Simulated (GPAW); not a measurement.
# 1T-TiTe2 monolayer: work function by functional and basis, part 2 of 2

How far do functional and basis move the work function of 1T-TiTe2 monolayer?

GPAW 26.7.0; GPAW, PAW setups; layer in a repeated cell with vacuum, relaxation of atoms and in-plane cell (the session's first sound run).

So far, upper work function (eV): step 3 (plane waves, PBE) 4.88; step 5 (self-consistent run: xc = "revPBE") 4.77; step 6 (self-consistent run: xc = "RPBE") 4.76; step 7 (self-consistent run: xc = "vdW-DF2", GPAW, PAW setups, GPAW) 5.16; step 8 (OptPBE vdW: xc = "optPBE-vdW", GPAW, PAW setups, GPAW) 5.06.

## Step 9: Real-space grid: mode = "fd"

A real-space grid is a second complete basis, so it checks the plane-wave result.

Contents of run.py:

```python
import json
import numpy as np
from ase import Atoms
from gpaw import GPAW

slab = Atoms(
    ['Te', 'Ti', 'Te'],
    positions=[
        [1.86847, 1.07876, 9.00000],
        [-0.00000, 0.00000, 10.75143],
        [-0.00000, 2.15752, 12.50285]],
    cell=[[3.73695, -0.0, 0.0], [-1.86847, 3.2363, 0.0], [0.0, 0.0, 21.5029]],
    pbc=[True, True, False])

slab.calc = GPAW(mode='fd', h=0.18, xc='PBE', kpts={'size': (9, 9, 1), 'gamma': True},
                 occupations={'name': 'fermi-dirac', 'width': 0.05}, nbands='160%',
                 convergence={'density': 1e-05}, maxiter=200,
                 poissonsolver={'dipolelayer': 'xy'},
                 symmetry={'tolerance': 1e-3}, txt='slab.txt')
result = {}
energy = slab.get_potential_energy()
fermi = slab.calc.get_fermi_level()
v = slab.calc.get_electrostatic_potential().mean((0, 1)) - fermi
n = slab.calc.get_pseudo_density().mean((0, 1))
L = slab.cell[2, 2]
z = np.arange(len(v)) * L / len(v)
low, high = slab.positions[:, 2].min(), slab.positions[:, 2].max()
below, above = np.interp([low - 6.8, high + 6.8], z, v)
slopes = [np.interp(x, z, np.gradient(v, z)) for x in (low - 6.8, high + 6.8)]
eps = np.array([[slab.calc.get_eigenvalues(k, s) for k in range(len(slab.calc.get_ibz_k_points()))]
                for s in range(slab.calc.get_number_of_spins())]) - fermi
top, bottom = eps[eps < 0].max(), eps[eps > 0].min()
dipole = slab.get_dipole_moment()[2]
print(f'energy {energy:.4f} eV, Fermi level {fermi:.4f} eV, dipole {dipole:.5f} e A')
print(f'potential 6.8 A off the faces, from the Fermi level: lower {below:.4f} eV, upper {above:.4f} eV')
print(f'slope of the potential there: lower {slopes[0]:.5f}, upper {slopes[1]:.5f} eV/A')
print(f'nearest levels on the mesh: {top:.4f} and {bottom:.4f} eV')
print('magnetic moment', round(slab.get_magnetic_moment(), 3))
result.update(energy=energy, fermi=fermi, dipole=dipole, below=below, above=above, slopes=slopes, edges=[top, bottom],
              z=z.tolist(), v=v.tolist(), n=n.tolist(), positions=slab.positions.tolist(),
              forces=slab.get_forces(apply_constraint=False).tolist(), moments=slab.get_magnetic_moments().tolist())
json.dump(result, open('result.json', 'w'))
```

The run is started by

```console
OMP_NUM_THREADS=1 OPENBLAS_NUM_THREADS=1 python run.py
```

Elapsed: 58 s, on 1 thread of Arm Neoverse V1, shared host; peak memory 0.37 GiB.

Numbers from this step:

```
dipole along the normal                    : -5.52e-4 e·Å
levels nearest the Fermi level on the mesh : -0.09287, 0.02087 eV from the Fermi level
upper work function                        : 4.881 eV
lower work function                        : 4.872 eV
```

Electrostatic potential energy of an electron (without an applied field's), less the Fermi level, planar mean against z:

z (Å), electrostatic potential energy of an electron (without an applied field's), less the Fermi level, planar mean (eV) and a bar from the least value:
```
      0.0        4.9 ##############################
      0.5        4.9 ##############################
      1.0        4.9 ##############################
      1.5        4.9 ##############################
      2.0        4.9 ##############################
      2.5        4.9 ##############################
      3.0        4.9 ##############################
      3.5        4.9 ##############################
      4.0        4.9 ##############################
      4.5        4.9 ##############################
      5.0        4.9 ##############################
      5.5        4.9 ##############################
      6.0        4.9 ##############################
      6.5        4.8 ##############################
      7.0        4.7 ##############################
      7.5        4.0 #############################
      8.0        1.4 #########################
      8.5       -7.4 ##############
      9.0      -17.8 
      9.5       -8.7 ############
     10.0       -3.5 ###################
     10.5       -9.4 ###########
     11.0       -9.5 ###########
     11.5       -3.5 ###################
     12.0       -8.6 ############
     12.5      -17.8 
     13.0       -7.5 ##############
     13.5        1.3 #########################
     14.0        4.0 #############################
     14.5        4.7 ##############################
     15.0        4.8 ##############################
     15.5        4.9 ##############################
     16.0        4.9 ##############################
     16.5        4.9 ##############################
     17.0        4.9 ##############################
     17.5        4.9 ##############################
     18.0        4.9 ##############################
     18.5        4.9 ##############################
     19.0        4.9 ##############################
     19.5        4.9 ##############################
     20.0        4.9 ##############################
     20.5        4.9 ##############################
     21.0        4.9 ##############################
```

The upper face's work function is 4.881 eV, against 4.875 eV in the first plane-wave PBE run at this geometry.

## Step 10: Atomic orbitals: mode = "lcao"

Atom-centred orbitals end a few angstrom from the surface, which tests how much the density's tail matters.

Changes to run.py since step 9:

```diff
@@ -14,4 +14,4 @@
 
-slab.calc = GPAW(mode='fd', h=0.18, xc='PBE', kpts={'size': (9, 9, 1), 'gamma': True},
-                 occupations={'name': 'fermi-dirac', 'width': 0.05}, nbands='160%',
+slab.calc = GPAW(mode='lcao', basis='dzp', h=0.18, xc='PBE', kpts={'size': (9, 9, 1), 'gamma': True},
+                 occupations={'name': 'fermi-dirac', 'width': 0.05}, nbands='120%',
                  convergence={'density': 1e-05}, maxiter=200,
```

Wall time 39 s (1 thread); peak memory 0.25 GiB.

Numbers from this step:

- levels nearest the Fermi level on the mesh: -0.07987, 0.03659 eV from the Fermi level
- upper work function: 4.745 eV
- lower work function: 4.736 eV

Electrostatic potential energy of an electron (without an applied field's), less the Fermi level, planar mean against z:

z (Å), electrostatic potential energy of an electron (without an applied field's), less the Fermi level, planar mean (eV) and a bar from the least value:
```
      0.0        4.7 ##############################
      0.5        4.7 ##############################
      1.0        4.7 ##############################
      1.5        4.7 ##############################
      2.0        4.7 ##############################
      2.5        4.7 ##############################
      3.0        4.7 ##############################
      3.5        4.7 ##############################
      4.0        4.7 ##############################
      4.5        4.7 ##############################
      5.0        4.7 ##############################
      5.5        4.7 ##############################
      6.0        4.7 ##############################
      6.5        4.7 ##############################
      7.0        4.6 ##############################
      7.5        4.0 #############################
      8.0        1.3 ##########################
      8.5       -7.5 ##############
      9.0      -17.9 
      9.5       -8.8 ############
     10.0       -3.7 ###################
     10.5       -9.6 ###########
     11.0       -9.6 ###########
     11.5       -3.7 ###################
     12.0       -8.8 ############
     12.5      -17.9 
     13.0       -7.6 ##############
     13.5        1.3 #########################
     14.0        4.0 #############################
     14.5        4.6 ##############################
     15.0        4.7 ##############################
     15.5        4.7 ##############################
     16.0        4.7 ##############################
     16.5        4.7 ##############################
     17.0        4.7 ##############################
     17.5        4.7 ##############################
     18.0        4.7 ##############################
     18.5        4.7 ##############################
     19.0        4.7 ##############################
     19.5        4.7 ##############################
     20.0        4.7 ##############################
     20.5        4.7 ##############################
     21.0        4.7 ##############################
```

The upper face's work function is 4.745 eV, against 4.875 eV in the first plane-wave PBE run at this geometry.

## Step 11: All levels side by side

Times are for 1 thread of Arm Neoverse V1, shared host. The series side by side:

| no. | run | upper work function (eV) | lower work function (eV) | time | memory (GiB) |
| --- | --- | --- | --- | --- | --- |
| 1 | pw | 4.875 | 4.867 | 28 s | 0.2 |
| 2 | LDA | 5.169 | 5.160 | 27 s | 0.19 |
| 3 | revPBE | 4.770 | 4.761 | 30 s | 0.2 |
| 4 | RPBE | 4.763 | 4.755 | 28 s | 0.2 |
| 5 | vdW DF2 | 5.161 | 5.153 | 42 s | 0.37 |
| 6 | optPBE vdW | 5.058 | 5.050 | 43 s | 0.37 |
| 7 | fd | 4.881 | 4.872 | 58 s | 0.37 |
| 8 | lcao | 4.745 | 4.736 | 39 s | 0.25 |

## Step 12: Side by side

Results and costs are gathered.

This step: comparison of work functions, dipole and cost (GPAW 26.7.0).

Ladder, by row:

| step | code | work function, upper (eV) | work function, lower (eV) | dipole (e Å) | wall time (s) | peak memory (GiB) | threads |
| --- | --- | --- | --- | --- | --- | --- | --- |
| pw | GPAW | 4.875 | 4.867 | -0.001161 | 28.14 | 0.2 | 1 |
| LDA | GPAW | 5.169 | 5.16 | -0.001174 | 26.57 | 0.19 | 1 |
| revPBE | GPAW | 4.77 | 4.761 | -0.001158 | 29.58 | 0.2 | 1 |
| RPBE | GPAW | 4.763 | 4.755 | -0.001157 | 28.37 | 0.2 | 1 |
| vdW-DF2 | GPAW | 5.161 | 5.153 | -0.001157 | 42.17 | 0.37 | 1 |
| optPBE-vdW | GPAW | 5.058 | 5.05 | -0.001157 | 43.03 | 0.37 | 1 |
| fd | GPAW | 4.881 | 4.872 | -5.52e-4 | 57.63 | 0.37 | 1 |
| lcao | GPAW | 4.745 | 4.736 | -5.52e-4 | 39.41 | 0.25 | 1 |

## Step 13: A changed run

One more run, with changed settings.

This step: GPAW, PAW setups; slab in vacuum (GPAW 26.7.0).

Changes to run.py since step 10:

```diff
@@ -3,3 +3,3 @@
 from ase import Atoms
-from gpaw import GPAW
+from gpaw import GPAW, PW
 
@@ -14,5 +14,5 @@
 
-slab.calc = GPAW(mode='lcao', basis='dzp', h=0.18, xc='PBE', kpts={'size': (9, 9, 1), 'gamma': True},
-                 occupations={'name': 'fermi-dirac', 'width': 0.05}, nbands='120%',
-                 convergence={'density': 1e-05}, maxiter=200,
+slab.calc = GPAW(mode=PW(400), xc='PBE', kpts={'size': (9, 9, 1), 'gamma': True},
+                 occupations={'name': 'fermi-dirac', 'width': 0.05}, nbands='160%',
+                 convergence={'density': 1e-05}, maxiter=3,
                  poissonsolver={'dipolelayer': 'xy'},
```

It took 8.2 s on 1 thread; peak memory 0.2 GiB.

The fault put into the input: too few SCF iterations (maxiter = 3).

## Step 14: Summary of results

```json
{"work function, upper and lower face": "4.875 and 4.867 eV", "dipole along the normal": "-0.0012 e Å, near the numerical noise"}
```

With plane waves and PBE the work function is 4.88 eV on the upper face and 4.87 eV on the lower. Over the sound runs of the table the upper face's work function spans 4.745 (lcao) to 5.169 eV (LDA). Atomic orbitals miss the plane-wave value by -0.13 eV, since they describe the tail of the density in the vacuum poorly. The small printed dipole stands for a step of 17 meV from the lower to the upper face, and the probes find 8.3 meV; values this small are near the numerical noise of both. The runs had no spin polarisation, so a magnetic state, which thin layers of d-metal atoms can have, wasn't tested. The layer's cell and atoms come from the relaxation; spin-orbit coupling and temperature are left out.

[Logs are printed without paths, hosts, clocks, repeated set-up lines and the standing remarks that a program may print on its own settings, such as how far it seeks lower states.]

[Hosts, paths, dates, database ids (printed as entryN), source tags and the programs' standing remarks are cut or masked in the printed files.]
